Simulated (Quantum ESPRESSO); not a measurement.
# O K ELNES/XANES of SiO2 (Stishovite, P4_2/mnm) from DFT, part 4 of 4

Aim: the near-edge shape at the O K edge of SiO2 (Stishovite, P4_2/mnm), and what the core hole does to it.

Quantum ESPRESSO 7.5; X-ray absorption near-edge structure, plane-wave PAW PBE, one-electron final states by a Lanczos continued fraction.

So far. Step 8 (Spectrum with FCH, O atom 3): The hole costs E(hole) − E(ground) = 527.13 eV, and the lowest empty level of the hole cell lies at 15.42 eV, which puts the zero at 542.56 eV. One term is added: -8.91 eV, since the hole is spin-paired here and a spin-polarised one costs that much less in the free atom (computed apart). The photon energy is then 533.65 eV. The functional and the charged cell's background leave an error of a few eV in such absolute values.

### 12. Supercell without a hole, the energy reference

Level of this step: plane-wave PAW DFT, PBE, scalar-relativistic, self-consistent field (Quantum ESPRESSO).

The mesh changes for the next run, so it gets a reference energy of its own.

File scf.in:

```
&control
   calculation='scf', prefix='x', pseudo_dir='../pp', outdir='tmp', tprnfor=.true.
/
&system
   ibrav=0, nat=12, ntyp=2, nbnd=36
   ecutwfc=50, ecutrho=360
   occupations='fixed'
/
&electrons
   conv_thr=1.2e-07, electron_maxstep=120
   mixing_beta=0.5
/
ATOMIC_SPECIES
Si 1.0 Si.pbe-nl-kjpaw.UPF
O 1.0 O.pbe-n-kjpaw.UPF
CELL_PARAMETERS angstrom
  4.17730000 0.00000000 2.66520000
  0.00000000 4.17730000 2.66520000
  0.00000000 -4.17730000 2.66520000
ATOMIC_POSITIONS crystal
Si   0.50000000 0.25000000 0.75000000
Si   0.50000000 0.75000000 0.25000000
Si   0.00000000 0.00000000 0.00000000
Si   0.00000000 0.50000000 0.50000000
O    0.80590000 0.94410000 0.75000000
O    0.80590000 0.44410000 0.25000000
O    0.69410000 0.00000000 0.30590000
O    0.69410000 0.50000000 0.80590000
O    0.19410000 0.55590000 0.75000000
O    0.19410000 0.05590000 0.25000000
O    0.30590000 0.00000000 0.69410000
O    0.30590000 0.50000000 0.19410000
K_POINTS automatic
1 1 1 0 0 0
```

Launch:

```sh
OMP_NUM_THREADS=1 mpirun --oversubscribe --bind-to none -np 8 pw.x -in scf.in > scf.out
```

The program printed:

```text
     [... banner and references ...]
[banner, memory and clock lines left out]
Found identity + (  0.0000 -0.5000  0.5000) symmetry
     This is a supercell, fractional translations are disabled
     using ibrav=0 with symmetry is DISCOURAGED, use correct ibrav instead

     bravais-lattice index     =            0
     lattice parameter (alat)  =       9.3638  a.u.
     unit-cell volume          =     627.6936 (a.u.)^3
     number of atoms/cell      =           12
[...]
Forces acting on atoms (cartesian axes, Ry/au):

     atom    1 type  1   force =    -0.00000000    0.00000000    0.00001094
     atom    2 type  1   force =     0.00000000   -0.00000000   -0.00001094
     atom    3 type  1   force =     0.00000000    0.00000000    0.00000000
[...]
atom   11 type  2   force =     0.07891480    0.07891480    0.00000000
     atom   12 type  2   force =     0.07907130    0.07907130    0.00000000

     Total force =     0.316036     Total SCF correction =     0.000188

     XML data file, charge density, pseudopotentials, collected wavefunctions
[key lines of the parts left out:]
!    total energy              =    -520.77153990 Ry
convergence has been achieved in  23 iterations
```

Wall time 4.7 s (8 MPI ranks of Arm Neoverse V1, shared host); peak memory 0.06 GiB; 37 s of CPU time.

The run finished; it serves as a test, and its numbers are not taken as the result.

### 13. Supercell with FCH, O atom 3

This attempt departs from the first core-hole run: k mesh of the field to 1×1×1.

Changes to scf.in since step 12:

```diff
@@ -4,5 +4,6 @@
 &system
-   ibrav=0, nat=12, ntyp=2, nbnd=36
+   ibrav=0, nat=12, ntyp=3, nbnd=36
    ecutwfc=50, ecutrho=360
    occupations='fixed'
+   tot_charge=1
 /
@@ -14,2 +15,3 @@
 Si 1.0 Si.pbe-nl-kjpaw.UPF
+Oh 1.0 O.pbe-n-kjpaw-1sch.UPF
 O 1.0 O.pbe-n-kjpaw.UPF
@@ -24,3 +26,3 @@
 Si   0.00000000 0.50000000 0.50000000
-O    0.80590000 0.94410000 0.75000000
+Oh   0.80590000 0.94410000 0.75000000
 O    0.80590000 0.44410000 0.25000000
```

The program printed:

```text
     [... banner and references ...]
[banner, memory and clock lines left out]
using ibrav=0 with symmetry is DISCOURAGED, use correct ibrav instead

     bravais-lattice index     =            0
     lattice parameter (alat)  =       9.3638  a.u.
     unit-cell volume          =     627.6936 (a.u.)^3
     number of atoms/cell      =           12
     number of atomic types    =            3
     number of electrons       =        64.00
     number of Kohn-Sham states=           36
[...]
Forces acting on atoms (cartesian axes, Ry/au):

     atom    1 type  1   force =    -0.12673166    0.12673166    0.00000000
     atom    2 type  1   force =    -0.00743666    0.00743666    0.00000000
     atom    3 type  1   force =     0.10049963   -0.10049963    0.15701519
[...]
atom   11 type  3   force =     0.07596019    0.05315149    0.00661346
     atom   12 type  3   force =     0.07596019    0.05315149   -0.00661346

     Total force =     0.471876     Total SCF correction =     0.000189

     XML data file, charge density, pseudopotentials, collected wavefunctions
[key lines of the parts left out:]
!    total energy              =    -531.80012045 Ry
convergence has been achieved in  17 iterations
```

Wall time 4 s (8 MPI ranks); peak memory 0.06 GiB; 31 s of CPU time.

The run finished. A setting was moved off its sound value on purpose, so it serves as a test and not as the result.

The fault put into the input: the field is made at the zone centre alone.

### 14. Spectrum with FCH, O atom 3

Another set-up is tried: k mesh of the field to 1×1×1.

File xspectra.in:

```
&input_xspectra
   calculation='xanes_dipole', edge='K'
   prefix='x', outdir='tmp', xiabs=2, xe0=13.3718
   xonly_plot=.false., x_save_file='xanes.sav'
   xniter=3000, xcheck_conv=20, xerror=0.005
   xcoordcrys=.false., xepsilon(1)=1, xepsilon(2)=0, xepsilon(3)=0
/
&plot
   xnepoint=413, xemin=-10, xemax=45, terminator=.true., cut_occ_states=.true.
   xgamma=0.4
/
&pseudos
   filecore='../O.wfc'
/
&cut_occ
   cut_desmooth=0.1, cut_stepl=0.05, cut_stepu=0.05, cut_ierror=1e-5
/
4 4 4 0 0 0
```

Launch:

```sh
OMP_NUM_THREADS=1 mpirun --oversubscribe --bind-to none -np 8 xspectra.x -nk 8 -in xspectra.in > xspectra.out
```

The program printed:

```text
     [... banner and references ...]
Reading input_file

     calculation: xanes_dipole

     xepsilon  [cartesian coordinates]:   1.000000   0.000000   0.000000

     xonly_plot: FALSE
        => complete calculation: Lanczos + spectrum plot

     filecore (core-wavefunction file): ../O.wfc

     main plot parameters:
        cut_occ_states: TRUE
        gamma_mode:  constant
        -> using xgamma [eV]:  0.40
        xemin [eV]: -10.00
        xemax [eV]:  45.00
        xnepoint:  413
        xe0 [eV]:  13.371800 (energy zero read in input file)

[...]
Results of STEP 1 successfully written in x_save_file
     x_save_file name:
     ->  xanes.sav
     x_save_file version:  2

     ... End STEP 1 ...

     ... Begin STEP 2 ...

     The spectrum is calculated using the following parameters:
        xe0 [eV]:   13.3718
        the occupied states are elimintate from the spectrum
        xemin [eV]: -10.00
        xemax [eV]:  45.00
        xnepoint:  413
        constant broadening parameter [eV]:    0.400
        Core level energy [eV]:  -543.1
         (from electron binding energy of neutral atoms in X-ray data booklet)

     Cross-section successfully written in xanes.dat

     ... End STEP 2 ...

                                END JOB XSpectra
```

Run time: 29 s. Hardware: 8 MPI ranks; peak memory 0.09 GiB; 3.8 min of CPU time.

The run finished. A setting was moved off its sound value on purpose, so it serves as a test and not as the result.

The fault put into the input: the field is made at the zone centre alone.

This run also has another mesh (4×4×4 against 6×6×6), so the 4 % r.m.s. difference can't be laid on the changed setting alone. The highest intensity below 16 eV goes from 8.6 eV (2.63) to 8.6 eV (2.51).

```csv
E (eV),first run,this run
-2.0,0.05,0.05
-0.5,0.11,0.11
1.0,0.47,0.48
2.5,1.79,1.69
4.0,1.29,1.23
5.5,1.62,1.69
7.0,2.13,2.18
8.5,2.60,2.51
10.0,1.43,1.48
11.5,0.42,0.47
13.0,0.32,0.32
14.5,0.31,0.28
16.0,0.21,0.21
17.5,0.27,0.27
19.0,0.43,0.45
20.5,0.63,0.65
22.0,0.60,0.62
23.5,0.95,0.90
25.0,0.57,0.57
26.5,0.29,0.27
28.0,0.34,0.32
29.5,0.41,0.42
31.0,0.38,0.38
```

### 15. What the core hole does

Both curves are counted from their own zero, so only the shift of weight within the empty states shows.

```csv
E (eV),no hole,FCH
-2.0,0.04,0.05
-1.0,0.05,0.08
0.0,0.09,0.15
1.0,0.22,0.47
2.0,0.73,1.42
3.0,0.94,1.72
4.0,0.80,1.29
5.0,0.92,1.38
6.0,1.23,1.91
7.0,1.55,2.13
8.0,2.13,2.22
9.0,2.97,2.55
10.0,3.44,1.43
11.0,1.23,0.62
12.0,0.75,0.34
13.0,0.58,0.32
14.0,0.52,0.29
15.0,0.32,0.27
16.0,0.26,0.21
17.0,0.37,0.23
18.0,0.41,0.33
19.0,0.51,0.43
20.0,0.63,0.62
21.0,0.56,0.67
22.0,0.67,0.60
23.0,1.17,0.90
24.0,1.00,0.81
25.0,0.66,0.57
26.0,0.34,0.38
27.0,0.30,0.26
28.0,0.40,0.34
29.0,0.41,0.40
30.0,0.37,0.43
31.0,0.45,0.38
32.0,0.47,0.46
```

With each curve scaled to its own mean, the area from −2 to 6 eV with the hole is 7.5 against 4.3, and the centre of weight from −1 to 20 eV moves by -1.5 eV: the hole pulls the absorber's empty states down.

### 16. What came out

```
absorber and edge                               : O K, atom 3 of the ground-state input (counted from 1)
surroundings                                    : 2 Si at 1.76 Å and 1 Si at 1.81 Å (distorted trigonal planar, site symmetry m2m)
highest intensity below 16 eV                   : 8.6 eV above the zero, height 2.63
photon energy of the zero, with the added terms : 533.6 eV (raw 542.6 eV; uncertain by a few eV)
```

The O K edge of atom 3, with 2 Si at 1.76 Å and 1 Si at 1.81 Å (distorted trigonal planar, site symmetry m2m), has its highest intensity of the first 16 eV at 8.6 eV above the zero, near 542 eV in photon energy (uncertain by a few eV), 2.6 times the mean level of the first 20 eV (Lorentzian half width 0.4 eV). With each curve scaled to its own mean, the area from −2 to 6 eV with the hole is 7.5 against 4.3, and the centre of weight from −1 to 20 eV moves by -1.5 eV: the hole pulls the absorber's empty states down. The neutral-cell energy lies +1.4 eV from the charged-cell zero, a gap made of the charged-cell error and of where the added electron settles. At the O K edge of atom 3 polarisation matters most near 3.0 eV, where the curves differ by 1.8 on this scale. The holes are only 5.0 Å apart, so the shape is probably not converged with cell size; no larger cell was run here. The structure is a published determination, not relaxed.

[Banner, clock and machine lines of the logs are left out without a mark of their own.]

[Logs are printed without paths, hosts, clocks, repeated set-up lines and the standing remarks that a program may print on its own settings, such as how far it seeks lower states.]

[Hosts, paths, dates, database ids (printed as entryN), source tags and the programs' standing remarks are cut or masked in the printed files.]

[Lists of maxima count a maximum above −3 eV only where it reaches 4 % of the highest in the window and stands out from its surroundings by 2 % of it (1.5 % where it reaches 55 %); shoulders and weaker maxima are passed over, and of the rest the first, up to two pre-edge ones and the few strongest are named.]
